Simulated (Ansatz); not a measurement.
# Changed inputs in constrained RPA: TcO2 (1T sheet)

Aim: hold the target of a cRPA run on TcO2 (1T sheet) and move one thing at a time.

Program: Ansatz 0.2.0. Level of theory: constrained RPA on PBEsol, plane waves, PAW. Results are calculated unless marked as measured.

**1. The structure**

The cell holds 3 atoms: 1 Tc and 2 O. Cell: a = 2.758 Å, b = 2.758 Å, c = 28.793 Å, α = 90.0°, β = 90.0°, γ = 120.0°. Vacuum lies along c.

The structure was relaxed with PBEsol. The structure was generated from a model, not taken from a measurement. The runs that relaxed it are not among those shown. The program's search for lower electronic states was switched off, so nothing shows that the state found is the lowest. The default PAW set here is soft_2. Its files were made with PBE. The Coulomb interaction is cut off across the vacuum.

**2. Base: Tc t2g, bands v2 to c1, 6×6×1 mesh, medium accuracy**

Constrained RPA screens the interaction with every transition except those inside the target bands, which a later many-body model would treat itself.

input.yaml reads:

```yaml
crystal:
  lattice:
    - [1.95047177, -1.95047177, 0.0]
    - [-1.95047177, 0.0, -1.95047177]
    - [16.6235821, 16.6235821, -16.6235821]
  atoms:
    - { symbol: Tc, position: [0.0, 0.0, 0.3211981356] }
    - { symbol: O, position: [0.3333333333, 0.6666666667, 0.3641820676] }
    - { symbol: O, position: [0.6666666667, 0.3333333333, 0.2782142035] }
  periodic: [true, true, false]
kpoints:
  mp_grid: { grid: [12, 12, 1] }
hamiltonian:
  xc: pbesol
scf:
  occupations: { method: gaussian, width: 0.08 }
  n_extra_bands: 19
  max_iter: 150
  lower_state_search: "off"
output:
  crpa:
    kmesh: [6, 6, 1]
    target_bands: [v2, c1]
    projections: [{ species: Tc, l: d, shell: 4, orbitals: [dxz, dyz, dxy] }]
  local_orbitals:
    kmesh: [12, 12, 1]
    orbitals: [{ species: Tc, l: d, shell: 4, orbitals: [dxz, dyz, dxy] }]
    window: { bands: [v2, c1] }
    seedname: lo
```

The run is started by

```sh
> ansatz run input.yaml --threads 4 --pin off --max-ram 14745MiB --backend cpu --events-out ev --progress --plain --runs-dir out
```

Numbers of over 12 decimals in the logs are rounded to 6 here.

Output:

```text
scf.n_extra_bands = 19 over 14 filled bands (N_el = 27.0): the run solves 33 bands
Engine: ansatz 0.2.0, aarch64-unknown-linux-gnu
Pseudopotentials: kind: paw
Pseudopotential: Tc, paw, valence charge 15, recommended cutoff 500 eV (normal), Tc.paw.azcp
Pseudopotential: O, paw, valence charge 6, recommended cutoff 420 eV (normal), O.paw.azcp
Functional definition: PBEsol
  exchange = pbesol_x
  correlation = pbesol_c
Crystal: 3 atoms, lattice volume = 189.725 Å³
Basis set: ecut = 500 eV, 4653 PW (Γ)
Bands: 33, of which v1, the nominal top of the filled ones, is band 14 counted from 1 (13 counted from 0)
Symmetry: 12 space group operations
Space group: P-3m1 (ITA 164), of the structure as read, at distance tolerance 5.7e-5 Å
k-points: 19 of 144
Non-local potential: Tc, projectors of the file, l = 0: 3, l = 1: 3, l = 2: 2, l = 3: 2
Non-local potential: O, projectors of the file, l = 0: 2, l = 1: 2, l = 2: 1
PAW form: soft (Blöchl's): semilocal exchange-correlation on the pseudo side does not see the compensation charge
PAW frozen core: Tc, regenerated for the run's functional, and the local potential with it (the file was generated under x = pbe(κ = 0.804, μ = 0.219515), c = pbe(β = 0.066725))
PAW frozen core: O, regenerated for the run's functional, and the local potential with it (the file was generated under x = pbe(κ = 0.804, μ = 0.219515), c = pbe(β = 0.066725))
PAW one-centre angular grid: Tc, 590 points (default); XC on 64 Gauss nodes
PAW one-centre angular grid: O, 110 points (default); XC on 64 Gauss nodes
Initial density: superposition of atomic densities (neutral atoms: chi_scale 0, normalization atom)
Initial wavefunctions: pseudopotential atomic-orbital guess
Functional: x = pbesol(κ = 0.804, μ = 0.123457), c = pbesol(β = 0.046)
SCF iter   1: F=—  HF=-6459.687937 eV  |F-HF|=—  |Δ(HF+E_count)|=         —  Δρ=6.65e-2  dr2=9.41e0  ethr=3.10e-3  ⟨swp⟩=11.4  Hψ=5097  notcnv=0  defer=150
preconditioner: auto → LDOS  [insulator: Δε(μ)=0.115 eV  Ē_g=20.219 eV  σ=0.080 eV  W_gap=0.68  n_scr=18 (ndim 8)  ℏωp=11.8 eV  f_vac=0.800  D(μ)=1.03/eV (n_scr^D=8)  ε∞_Penn≈1.3  β→1.0]
SCF iter   2: F=—  HF=-6458.464359 eV  |F-HF|=—  |Δ(HF+E_count)|=    1.22e0  Δρ=4.85e-2  dr2=3.49e0  ethr=3.10e-3  ⟨swp⟩=5.4  Hψ=1750  notcnv=0  defer=237
SCF iter   3: F=—  HF=-6457.901099 eV  |F-HF|=—  |Δ(HF+E_count)|=   5.63e-1  Δρ=7.02e-3  dr2=1.20e-1  ethr=3.10e-3  ⟨swp⟩=4.0  Hψ=1371  notcnv=0  defer=236
SCF iter   4: F=—  HF=-6457.886302 eV  |F-HF|=—  |Δ(HF+E_count)|=   1.48e-2  Δρ=1.10e-3  dr2=1.71e-3  ethr=4.44e-4  ⟨swp⟩=3.3  Hψ=892  notcnv=0  defer=235
SCF iter   5: F=—  HF=-6457.886547 eV  |F-HF|=—  |Δ(HF+E_count)|=   2.45e-4  Δρ=2.82e-4  dr2=1.20e-4  ethr=6.32e-6  ⟨swp⟩=3.9  Hψ=1053  notcnv=0  defer=235
SCF iter   6: F=—  HF=-6457.886612 eV  |F-HF|=—  |Δ(HF+E_count)|=   6.48e-5  Δρ=7.16e-5  dr2=1.07e-5  ethr=4.45e-7  ⟨swp⟩=3.1  Hψ=766  notcnv=0  defer=235
SCF iter   7: F=—  HF=-6457.886613 eV  |F-HF|=—  |Δ(HF+E_count)|=   1.28e-6  Δρ=2.21e-5  dr2=4.37e-7  ethr=3.97e-8  ⟨swp⟩=3.4  Hψ=1045  notcnv=0  defer=235
SCF iter   8: F=-6457.886614 eV  HF=-6457.886613 eV  |F-HF|=5.93e-8  |Δ(HF+E_count)|=   3.70e-7  Δρ=2.57e-6  dr2=5.23e-9  ethr=3.70e-10  ⟨swp⟩=24.6  Hψ=6815  notcnv=0
SCF 1 converged in 8 iterations: F = -6457.886614 eV  dr2 = 5.23e-9
[...]
NSCF: frozen V_eff on 22 k-points
NSCF: frozen V_eff on 7 k-points
[...]
cRPA screening: q 1/36
cRPA screening: q 2/36
cRPA screening: q 8/36 (q-point 3)
cRPA screening: q 14/36 (q-point 4)
cRPA screening: q 17/36 (q-point 8)
cRPA screening: q 23/36 (q-point 9)
cRPA screening: q 35/36 (q-point 15)
SCF converged after 8 iterations
Free energy (F): -6457.886614 eV
Harris-Foulkes:  -6457.886613 eV  (|F-HF|=5.93e-8)
Internal energy: -6457.879431 eV  (E = F + TS)
E sigma→0 (E₀):  -6457.883022 eV
Entropy (-TS):   -0.007183 eV (-2.394 meV/atom)
Fermi energy:    -7.067810 eV
--- Per-component energies (eV) ---
  E_band       = -711.008502
  E_kinetic    = 967.909325
  E_local      = -63173.631708  (includes V_loc(G=0)·N_el)
  E_nonlocal   = 385.960524
  E_hartree    = 30889.645407
  E_xc         = -381.652416
  E_vxc        = -478.420247  (∫ρ·V_xc dr)
  E_paw        = -3523.250776  (= ΣΔE_a)
  E_vpaw       = -192.124127  (= ΣTr[D̂ρ^β])
  E_aug_tail   = 0.001992  (compensation charges beyond the density's cutoff)
  E_ewald      = 28376.840800
  E_core_change = 0.297420  (= ΣΔE_core)
  E_smearing   = -0.007183  (= −TS)
  E_closure    = 0.000000  (closes the sum)
  Σ components = -6457.886614   (vs F -6457.886614, Δ=0.00e0)
--- Band table (eV; the first three rows and the last of 19) ---
  k-point 0: bands = [... 10 lower, -9.3984, -9.3984, -8.4581, -8.4581, -7.3626, -3.8007, -3.8007, -1.4152, ... 15 higher]
  k-point 1: bands = [... 10 lower, -10.0927, -9.7915, -8.2830, -8.0539, -7.2905, -3.9743, -3.7703, -1.0835, ... 15 higher]
  k-point 2: bands = [... 10 lower, -10.3050, -10.0014, -8.3530, -7.4657, -7.0269, -4.2188, -3.6658, -0.2597, ... 15 higher]
  k-point 18: bands = [... 10 lower, -12.0057, -10.8859, -6.7974, -6.7974, -6.7870, -3.0068, -3.0068, 6.2430, ... 15 higher]
  the weakly bound empty levels are not read free of the cell's end (no_gap_told)
--- cRPA (band scheme, projected local orbitals): target bands 13..15 (1-based), 3 Wannier function(s), 6×6×1 mesh, 30 bands' worth read of 35 solved, ecut_chi 136.0 eV, v(q+G=0) probe_charge, pair densities all_electron ---
  χ-basis size per q: N_G = 662..709
  window electrons = 3.0000, filled by tetrahedron_uncorrected; constrained ε̄⁻¹(q = 0, 0) head = 0.652861; min gauge Gram eig = 0.4342
  Kanamori averages over each shell's own Wannier functions (sites counted from 0, functions from 1):
    Site 0, 4D, 3 of 5 d orbitals (Wannier functions 1, 2, 3; wannier90's mr 2, 3, 5):
      screened: U = 3.3243 eV, U' = 2.7653 eV, J = 0.2480 eV
      screened, to within: U = 9.1e-3 eV, U' = 9.1e-3 eV, J = 5.4e-4 eV
      bare: V = 11.2159 eV, V' = 10.2940 eV, J = 0.3534 eV
  Hermiticity witness max|P − P†| over intra, direct and exchange elements: 4.44e-15 eV (screened), 5.16e-17 eV (bare)
  Reality witness max|Im| over intra, direct and exchange elements: 6.31e-17 eV (screened), 6.42e-17 eV (bare)
```

It took 50 s on 4 threads of Arm Neoverse V2, shared host; peak memory 1.5 GiB.

The column dr2 measures how far the density is from self-consistency, as an energy; F and HF (Harris–Foulkes) agree once it is small.

Numbers from this step:

* U: 3.324 eV
* U prime (inter-orbital): 2.765 eV
* J: 0.2480 eV
* bare V: 11.22 eV
* bare J: 0.3534 eV
* stated bound on U: 0.009035 eV
* U over bare V: 0.2964
* electrons in the window: 3.000
* head of the constrained inverse dielectric matrix: 0.6529
* least eigenvalue of the projection's overlap: 0.4342
* target functions: 3
* bands in the sums: 30
* r.m.s. miss of the model bands: 0.006260 eV
* width of the target bands: 4.047 eV
* weight of the projected orbitals in the window: 0.6798

On the Tc t2g shell, screening brings the on-site interaction from 11.2 eV down to U = 3.32 eV.

**3. Changed: 9×9×1 mesh**

input.yaml, as its differences from that of step 2:

```diff
@@ -21,9 +21,4 @@
   crpa:
-    kmesh: [6, 6, 1]
+    kmesh: [9, 9, 1]
     target_bands: [v2, c1]
     projections: [{ species: Tc, l: d, shell: 4, orbitals: [dxz, dyz, dxy] }]
-  local_orbitals:
-    kmesh: [12, 12, 1]
-    orbitals: [{ species: Tc, l: d, shell: 4, orbitals: [dxz, dyz, dxy] }]
-    window: { bands: [v2, c1] }
-    seedname: lo
```

Output:

```text
[...]
Crystal: 3 atoms, lattice volume = 189.725 Å³
Basis set: ecut = 500 eV, 4653 PW (Γ)
Bands: 33, of which v1, the nominal top of the filled ones, is band 14 counted from 1 (13 counted from 0)
Symmetry: 12 space group operations
[...]
k-points: 19 of 144
[...]
SCF iter   1: F=—  HF=-6459.687937 eV  |F-HF|=—  |Δ(HF+E_count)|=         —  Δρ=6.65e-2  dr2=9.41e0  ethr=3.10e-3  ⟨swp⟩=11.4  Hψ=5097  notcnv=0  defer=150
[...]
SCF iter   8: F=-6457.886614 eV  HF=-6457.886613 eV  |F-HF|=5.93e-8  |Δ(HF+E_count)|=   3.70e-7  Δρ=2.57e-6  dr2=5.23e-9  ethr=3.70e-10  ⟨swp⟩=24.6  Hψ=6815  notcnv=0
SCF 1 converged in 8 iterations: F = -6457.886614 eV  dr2 = 5.23e-9
[...]
NSCF: frozen V_eff on 12 k-points
[...]
cRPA screening: q 1/81
cRPA screening: q 2/81
cRPA screening: q 8/81 (q-point 3)
cRPA screening: q 14/81 (q-point 4)
cRPA screening: q 20/81 (q-point 5)
[...]
Internal energy: -6457.879431 eV  (E = F + TS)
E sigma→0 (E₀):  -6457.883022 eV
Entropy (-TS):   -0.007183 eV (-2.394 meV/atom)
Fermi energy:    -7.067810 eV
[...]
--- Band table (eV; the first three rows and the last of 19) ---
  k-point 0: bands = [... 10 lower, -9.3984, -9.3984, -8.4581, -8.4581, -7.3626, -3.8007, -3.8007, -1.4152, ... 15 higher]
  k-point 1: bands = [... 10 lower, -10.0927, -9.7915, -8.2830, -8.0539, -7.2905, -3.9743, -3.7703, -1.0835, ... 15 higher]
  k-point 2: bands = [... 10 lower, -10.3050, -10.0014, -8.3530, -7.4657, -7.0269, -4.2188, -3.6658, -0.2597, ... 15 higher]
  k-point 18: bands = [... 10 lower, -12.0057, -10.8859, -6.7974, -6.7974, -6.7870, -3.0068, -3.0068, 6.2430, ... 15 higher]
  the weakly bound empty levels are not read free of the cell's end (no_gap_told)
[...]
χ-basis size per q: N_G = 668..715
[...]
Site 0, 4D, 3 of 5 d orbitals (Wannier functions 1, 2, 3; wannier90's mr 2, 3, 5):
      screened: U = 3.3139 eV, U' = 2.7597 eV, J = 0.2453 eV
      screened, to within: U = 9.9e-3 eV, U' = 9.9e-3 eV, J = 5.2e-4 eV
      bare: V = 11.1108 eV, V' = 10.1957 eV, J = 0.3499 eV
[...]
[key lines of the parts left out:]
SCF converged after 8 iterations
Free energy (F): -6457.886614 eV
```

Run time: 2.3 min. Hardware: 4 threads; peak memory 1.6 GiB; 8.7 min of CPU time.

This step gave:

| Item | Value |
| --- | --- |
| U | 3.314 eV |
| U prime (inter-orbital) | 2.760 eV |
| J | 0.2453 eV |
| bare V | 11.11 eV |
| bare J | 0.3499 eV |
| stated bound on U | 0.009822 eV |
| U over bare V | 0.2983 |
| electrons in the window | 3.000 |
| head of the constrained inverse dielectric matrix | 0.6690 |
| least eigenvalue of the projection's overlap | 0.4062 |
| target functions | 3 |
| bands in the sums | 30 |
| width of the target bands | 4.047 eV |
| weight of the projected orbitals in the window | 0.6798 |

On the Tc t2g shell, screening brings the on-site interaction from 11.1 eV down to U = 3.31 eV.

**4. Changed: sums over states**

input.yaml, as its differences from that of step 3:

```diff
@@ -21,4 +21,7 @@
   crpa:
-    kmesh: [9, 9, 1]
+    kmesh: [6, 6, 1]
     target_bands: [v2, c1]
     projections: [{ species: Tc, l: d, shell: 4, orbitals: [dxz, dyz, dxy] }]
+    accuracy: sum_over_states
+    n_empty_bands: 28
+    ecut_chi: 250
```

Output:

```text
[...]
Crystal: 3 atoms, lattice volume = 189.725 Å³
Basis set: ecut = 500 eV, 4653 PW (Γ)
Bands: 33, of which v1, the nominal top of the filled ones, is band 14 counted from 1 (13 counted from 0)
Symmetry: 12 space group operations
[...]
k-points: 19 of 144
[...]
χ-basis size per q: N_G = 1670..1755
[...]
U and J over all bands: no bound (output.crpa.accuracy: sum_over_states); those below are of the sums over the bands read on the sphere of ecut_chi, with what the atoms add
[...]
Site 0, 4D, 3 of 5 d orbitals (Wannier functions 1, 2, 3; wannier90's mr 2, 3, 5):
      screened: U = 3.4763 eV, U' = 2.8295 eV, J = 0.2846 eV
      bare: V = 11.2159 eV, V' = 10.2940 eV, J = 0.3534 eV
[...]
[key lines of the parts left out:]
SCF converged after 8 iterations
Free energy (F): -6457.886614 eV
Fermi energy:    -7.067810 eV
```

Elapsed: 14 s, on 4 threads; peak memory 0.73 GiB; 50 s of CPU time.

This variant gives U = 3.48 eV against 3.32 eV. It is a finite sum over empty states with no bound on its error and stays out of the table below.

**5. Changed: accuracy low**

input.yaml, as its differences from that of step 4:

```diff
@@ -24,4 +24,2 @@
     projections: [{ species: Tc, l: d, shell: 4, orbitals: [dxz, dyz, dxy] }]
-    accuracy: sum_over_states
-    n_empty_bands: 28
-    ecut_chi: 250
+    accuracy: low
```

Output:

```text
[...]
Crystal: 3 atoms, lattice volume = 189.725 Å³
Basis set: ecut = 500 eV, 4653 PW (Γ)
Bands: 33, of which v1, the nominal top of the filled ones, is band 14 counted from 1 (13 counted from 0)
Symmetry: 12 space group operations
[...]
k-points: 19 of 144
[...]
the weakly bound empty levels are not read free of the cell's end (no_gap_told)
[...]
χ-basis size per q: N_G = 662..709
[...]
Site 0, 4D, 3 of 5 d orbitals (Wannier functions 1, 2, 3; wannier90's mr 2, 3, 5):
      screened: U = 3.2987 eV, U' = 2.7464 eV, J = 0.2456 eV
      screened, to within: U = 8.7e-2 eV, U' = 8.7e-2 eV, J = 7.2e-3 eV
      bare: V = 11.2159 eV, V' = 10.2940 eV, J = 0.3534 eV
[...]
[key lines of the parts left out:]
SCF converged after 8 iterations
Free energy (F): -6457.886614 eV
Fermi energy:    -7.067810 eV
```

It took 32 s on 4 threads; peak memory 1.4 GiB.

This step gave:

```
U                                                 : 3.299 eV
U prime (inter-orbital)                           : 2.746 eV
J                                                 : 0.2456 eV
bare V                                            : 11.22 eV
bare J                                            : 0.3534 eV
stated bound on U                                 : 0.08641 eV
U over bare V                                     : 0.2941
electrons in the window                           : 3.000
head of the constrained inverse dielectric matrix : 0.6529
least eigenvalue of the projection's overlap      : 0.4342
target functions                                  : 3
bands in the sums                                 : 30
width of the target bands                         : 4.047 eV
weight of the projected orbitals in the window    : 0.6798
```

On the Tc t2g shell, screening brings the on-site interaction from 11.2 eV down to U = 3.30 eV.

(Part 1 of 2 ends here.)

[Paths, hosts, dates, memory and timing lines, banners, echoed tables and standing remarks are left out of the program output.]

[Logs are printed without paths, hosts, clocks, repeated set-up lines and the standing remarks that a program may print on its own settings, such as how far it seeks lower states.]

[Runs of the session that timed out or met a known fault of the program may be left out.]

[Hosts, paths, dates, database ids (printed as entryN), source tags and the programs' standing remarks are cut or masked in the printed files.]
